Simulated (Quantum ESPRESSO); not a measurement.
# K2MnSe2: which magnetic order is lowest, part 2 of 3

Wanted: the moments of K2MnSe2 and the energy of each order that was tried.

Quantum ESPRESSO 7.5; PBEsol; plane waves with GBRV 1.5 PBEsol potentials, no spin-orbit coupling.

So far, absolute magnetization (μB): step 2 (run 1 (ferro ++)) 10.0.

## 3. Start 2: antiferro +−

Contents of pw.in:

```
&CONTROL
  calculation = 'scf'
  prefix = 'pwscf'
  outdir = './tmp'
  pseudo_dir = './pseudo'
  disk_io = 'nowf'
/
&SYSTEM
  ibrav = 0
  celldm(1) = 8
  nat = 10
  ntyp = 4
  ecutwfc = 40
  ecutrho = 280
  nbnd = 59
  occupations = 'smearing'
  smearing = 'fd'
  degauss = 0.00367493
  nspin = 2
  starting_magnetization(1) = 0
  starting_magnetization(2) = 0.3
  starting_magnetization(3) = -0.3
  starting_magnetization(4) = 0
/
&ELECTRONS
  conv_thr = 2d-08
  electron_maxstep = 150
  mixing_beta = 0.3
/
ATOMIC_SPECIES
K      39.0983 k_pbesol_v1.4.uspp.F.UPF
Mn1    54.9380 mn_pbesol_v1.5.uspp.F.UPF
Mn2    54.9380 mn_pbesol_v1.5.uspp.F.UPF
Se     78.9710 se_pbesol_v1.uspp.F.UPF
CELL_PARAMETERS alat
  -0.8463610880668    1.5581972976367    0.7606147651619
   0.8463610880668   -1.5581972976367    0.7606147651619
   0.8463610880668    1.5581972976367   -0.7606147651619
ATOMIC_POSITIONS crystal
K       0.1463900000    0.3393000000    0.4856900000
K       0.8536100000    0.6607000000    0.5143100000
K       0.3536100000    0.8393000000    0.1929100000
K       0.6463900000    0.1607000000    0.8070900000
Mn1     0.2500000000    0.2500000000    0.0000000000
Mn2     0.7500000000    0.7500000000    0.0000000000
Se      0.8940800000    0.1982700000    0.0923500000
Se      0.1059200000    0.8017300000    0.9076500000
Se      0.6059200000    0.6982700000    0.3041900000
Se      0.3940800000    0.3017300000    0.6958100000
K_POINTS automatic
4 4 4 0 0 0
```

Started as:

```bash
$ OMP_NUM_THREADS=1 mpirun -n 4 pw.x -nk 4 -in pw.in > pw.out
```

What it wrote:

```text
[banner, memory and clock lines left out]
Program PWSCF v.7.5 starts

     Message from routine setup:
     using ibrav=0 with symmetry is DISCOURAGED, use correct ibrav instead

     bravais-lattice index     =            0
     lattice parameter (alat)  =       8.0000  a.u.
     unit-cell volume          =    2054.3424 (a.u.)^3
     number of atoms/cell      =           10
     number of atomic types    =            4
     number of electrons       =        90.00
     number of Kohn-Sham states=           59
     kinetic-energy cutoff     =      40.0000  Ry
     charge density cutoff     =     280.0000  Ry
     scf convergence threshold =      2.0E-08
     mixing beta               =       0.3000
     number of iterations used =            8  plain     mixing
     Exchange-correlation= SLA  PW   PSX  PSC
                           (   1   4  10   8   0   0   0)

     celldm(1)=   8.000000  celldm(2)=   0.000000  celldm(3)=   0.000000
     celldm(4)=   0.000000  celldm(5)=   0.000000  celldm(6)=   0.000000

     crystal axes: (cart. coord. in units of alat)
               a(1) = (  -0.846361   1.558197   0.760615 )
               a(2) = (   0.846361  -1.558197   0.760615 )
               a(3) = (   0.846361   1.558197  -0.760615 )

     reciprocal axes: (cart. coord. in units 2 pi/alat)
               b(1) = (  0.000000  0.320884  0.657363 )
               b(2) = (  0.590764 -0.000000  0.657363 )
               b(3) = (  0.590764  0.320884  0.000000 )

     PseudoPot. # 1 for K  read from file:
     k_pbesol_v1.4.uspp.F.UPF
     Pseudo is Ultrasoft + core correction, Zval =  9.0

     PseudoPot. # 2 for Mn read from file:
     mn_pbesol_v1.5.uspp.F.UPF
     Pseudo is Ultrasoft + core correction, Zval = 15.0

     PseudoPot. # 3 for Mn read from file:
     mn_pbesol_v1.5.uspp.F.UPF
     Pseudo is Ultrasoft + core correction, Zval = 15.0

     PseudoPot. # 4 for Se read from file:
     se_pbesol_v1.uspp.F.UPF
     Pseudo is Ultrasoft + core correction, Zval =  6.0

     atomic species   valence    mass     pseudopotential
     K                 9.00    39.09830     K ( 1.00)
     Mn1              15.00    54.93800     Mn( 1.00)
     Mn2              15.00    54.93800     Mn( 1.00)
     Se                6.00    78.97100     Se( 1.00)

     Starting magnetic structure
     atomic species   magnetization
     K               0.000
     Mn1             0.300
     Mn2            -0.300
     Se              0.000

      4 Sym. Ops. (no inversion) found ( 2 have fractional translation)

   Cartesian axes

     site n.     atom                  positions (alat units)
         1        K      tau(   1) = (   0.5743406   0.4562090   0.0000000  )
         2        K      tau(   2) = (   0.2720205   1.1019883   0.7606148  )
         3        K      tau(   3) = (   0.5743406  -0.4562090   0.7606148  )
         4        K      tau(   4) = (   0.2720205   2.0144063   0.0000000  )
         5        Mn1    tau(   5) = (   0.0000000   0.0000000   0.3803074  )
         6        Mn2    tau(   6) = (   0.0000000   0.0000000   1.1409221  )
         7        Se     tau(   7) = (  -0.5107451   1.2281088   0.7606148  )
         8        Se     tau(   8) = (   1.3571062   0.3300885   0.0000000  )
         9        Se     tau(   9) = (   0.3356160   0.3300885   0.7606148  )
        10        Se     tau(  10) = (   0.5107451   1.2281088  -0.0000000  )

     number of k points=    18  Fermi-Dirac smearing, width (Ry)=  0.0037
                       cart. coord. in units 2pi/alat
        k(    1) = (   0.0000000   0.0000000   0.0000000), wk =   0.0156250
        k(    2) = (   0.1476911   0.0802209   0.0000000), wk =   0.0625000
        k(    3) = (  -0.2953822  -0.1604418   0.0000000), wk =   0.0312500
        k(    4) = (   0.1476911  -0.0000000   0.1643407), wk =   0.0625000
        k(    5) = (   0.2953822   0.0802209   0.1643407), wk =   0.1250000
        [... 13 further k-points ...]

     Dense  grid:   162591 G-vectors     FFT dimensions: (  90,  90,  90)

     Smooth grid:    70217 G-vectors     FFT dimensions: (  64,  64,  64)

     Check: negative core charge=   -0.000012
     Generating pointlists ...
     new r_m :   0.3195 (alat units)  2.5559 (a.u.) for type    1
     new r_m :   0.2496 (alat units)  1.9971 (a.u.) for type    2
     new r_m :   0.2496 (alat units)  1.9971 (a.u.) for type    3
     new r_m :   0.2496 (alat units)  1.9971 (a.u.) for type    4

     Initial potential from superposition of free atoms

     starting charge      86.9849, renormalised to      90.0000
     Starting wfcs are   74 randomized atomic wfcs

     Self-consistent Calculation

     iteration #  1     ecut=    40.00 Ry     beta= 0.30
     Davidson diagonalization with overlap
     ethr =  1.00E-02,  avg # of iterations =  6.9

     total energy              =    -822.15972826 Ry
     estimated scf accuracy    <       5.27161316 Ry

     total magnetization       =     0.00 Bohr mag/cell
     absolute magnetization    =     7.96 Bohr mag/cell

     iteration #  2     ecut=    40.00 Ry     beta= 0.30
     Davidson diagonalization with overlap
     ethr =  5.86E-03,  avg # of iterations =  5.1

     total energy              =    -821.85474846 Ry
     estimated scf accuracy    <      13.11186524 Ry

     total magnetization       =     0.00 Bohr mag/cell
     absolute magnetization    =     3.80 Bohr mag/cell

     [... further iterations left out ...]

     iteration # 13     ecut=    40.00 Ry     beta= 0.30
     Davidson diagonalization with overlap
     ethr =  4.65E-10,  avg # of iterations =  9.3

     negative rho (up, down):  1.123E-04 1.122E-04

     total energy              =    -823.72513874 Ry
     estimated scf accuracy    <       0.00000005 Ry

     total magnetization       =    -0.00 Bohr mag/cell
     absolute magnetization    =     9.05 Bohr mag/cell

     iteration # 14     ecut=    40.00 Ry     beta= 0.30
     Davidson diagonalization with overlap
     ethr =  5.79E-11,  avg # of iterations =  8.3

     negative rho (up, down):  1.118E-04 1.118E-04

     Magnetic moment per site  (integrated on atomic sphere of radius R)
     atom   1 (R=0.319)  charge=  7.9520  magn=  0.0000
     atom   2 (R=0.319)  charge=  7.9520  magn=  0.0000
     atom   3 (R=0.319)  charge=  7.9520  magn=  0.0000
     atom   4 (R=0.319)  charge=  7.9520  magn=  0.0000
     atom   5 (R=0.250)  charge= 13.1996  magn=  3.9975
     atom   6 (R=0.250)  charge= 13.1996  magn= -3.9976
     atom   7 (R=0.250)  charge=  3.9085  magn=  0.0000
     atom   8 (R=0.250)  charge=  3.9085  magn=  0.0000
     atom   9 (R=0.250)  charge=  3.9085  magn=  0.0000
     atom  10 (R=0.250)  charge=  3.9085  magn=  0.0000

     End of self-consistent calculation

     [... lines left out ...]
     the Fermi energy is     5.2743 ev

!    total energy              =    -823.72513883 Ry
     estimated scf accuracy    <       0.00000002 Ry
     smearing contrib. (-TS)   =      -0.00000000 Ry
     internal energy E=F+TS    =    -823.72513883 Ry

     The total energy is F=E-TS. E is the sum of the following terms:
     one-electron contribution =    -526.24441672 Ry
     hartree contribution      =     285.05976378 Ry
     xc contribution           =    -206.34282663 Ry
     ewald contribution        =    -376.19765926 Ry

     total magnetization       =     0.00 Bohr mag/cell
     absolute magnetization    =     9.05 Bohr mag/cell

     convergence has been achieved in  14 iterations
```

Wall time 5.5 min (4 MPI ranks of Intel Xeon Platinum 8259CL at 2.50GHz (Skylake/Cascade Lake), shared host); peak memory 1.6 GiB; 22 min of CPU time.

Spin moment in the atom's sphere by atom:

| atom | spin moment in the atom's sphere (μB) |
| --- | --- |
| K1 | 0.00 |
| K2 | 0.00 |
| K3 | 0.00 |
| K4 | 0.00 |
| Mn5 | 4.00 |
| Mn6 | -4.00 |
| Se7 | 0.00 |
| Se8 | 0.00 |
| Se9 | 0.00 |
| Se10 | 0.00 |

Read from the output:

| Quantity | Value |
| --- | --- |
| smearing term TS | 3.48e-9 eV |
| magnetization | 0 μB |
| absolute magnetization | 9.048 μB |
| final state | antiferromagnetic |

## 4. Energies of the orders

An order is kept where moments of 0.15 μB or more survive with the typed signs; meshes match where a doubled cell samples the same k points as the first cell.

Orders:

| start | final state | typed order kept | energy over the lowest (meV a seeded atom) | largest site moment (μB) | net moment (μB a cell of the first run) | mesh matched | CPU time (s) |
| --- | --- | --- | --- | --- | --- | --- | --- |
| ferro ++ | ferromagnetic | yes | 237.3 | 4.147 | 10 | yes | 1004 |
| antiferro +- | antiferromagnetic | yes | 0 | 3.998 | 0 | yes | 1318 |

## 5. The lowest state again, with its states saved

Changes to pw.in since step 3:

```diff
@@ -5,3 +5,3 @@
   pseudo_dir = './pseudo'
-  disk_io = 'nowf'
+  disk_io = 'low'
 /
@@ -14,3 +14,3 @@
   ecutrho = 280
-  nbnd = 59
+  nbnd = 63
   occupations = 'smearing'
```

What it wrote:

```text
     [... lines left out ...]
Program PWSCF v.7.5 starts
     [... lines left out ...]
     number of atoms/cell      =           10
     [... lines left out ...]
     number of electrons       =        90.00
     number of Kohn-Sham states=           63
     kinetic-energy cutoff     =      40.0000  Ry
     charge density cutoff     =     280.0000  Ry
     scf convergence threshold =      2.0E-08
     [... lines left out ...]
      4 Sym. Ops. (no inversion) found ( 2 have fractional translation)
     [... lines left out ...]
     number of k points=    18  Fermi-Dirac smearing, width (Ry)=  0.0037
     [... lines left out ...]
     iteration # 16     ecut=    40.00 Ry     beta= 0.30
     [... lines left out ...]
     Magnetic moment per site  (integrated on atomic sphere of radius R)
     atom   1 (R=0.319)  charge=  7.9520  magn= -0.0000
     atom   2 (R=0.319)  charge=  7.9520  magn= -0.0000
     atom   3 (R=0.319)  charge=  7.9520  magn= -0.0000
     atom   4 (R=0.319)  charge=  7.9520  magn= -0.0000
     atom   5 (R=0.250)  charge= 13.1996  magn=  3.9975
     atom   6 (R=0.250)  charge= 13.1996  magn= -3.9976
     atom   7 (R=0.250)  charge=  3.9085  magn=  0.0000
     atom   8 (R=0.250)  charge=  3.9085  magn=  0.0000
     atom   9 (R=0.250)  charge=  3.9085  magn=  0.0000
     atom  10 (R=0.250)  charge=  3.9085  magn=  0.0000
     [... lines left out ...]
     the Fermi energy is     5.2742 ev
!    total energy              =    -823.72513883 Ry
     estimated scf accuracy    <       0.00000002 Ry
     smearing contrib. (-TS)   =      -0.00000000 Ry
     [... lines left out ...]
     total magnetization       =     0.00 Bohr mag/cell
     absolute magnetization    =     9.05 Bohr mag/cell
     convergence has been achieved in  16 iterations
```

The job ended after 6.1 min (4 MPI ranks; peak memory 1.6 GiB; 24 min of CPU time).

This step gave:

```yaml
smearing_term_ts: 3.48e-9 eV
magnetization: 0 μB
absolute_magnetization: 9.049 μB
final_state: antiferromagnetic
largest_moment: 3.998 μB
```

(Continued in part 3 of 3.)

[Logs and program files are shortened in this print: banners, set-up blocks, solver, clock and traceback lines can be left out without a mark of their own.]

[Logs are printed without paths, hosts, clocks, repeated set-up lines and the standing remarks that a program may print on its own settings, such as how far it seeks lower states.]

[Hosts, paths, dates, database ids (printed as entryN), source tags and the programs' standing remarks are cut or masked in the printed files.]

[Where a cell is said to come from a database of computed structures, the database is the Materials Project.]
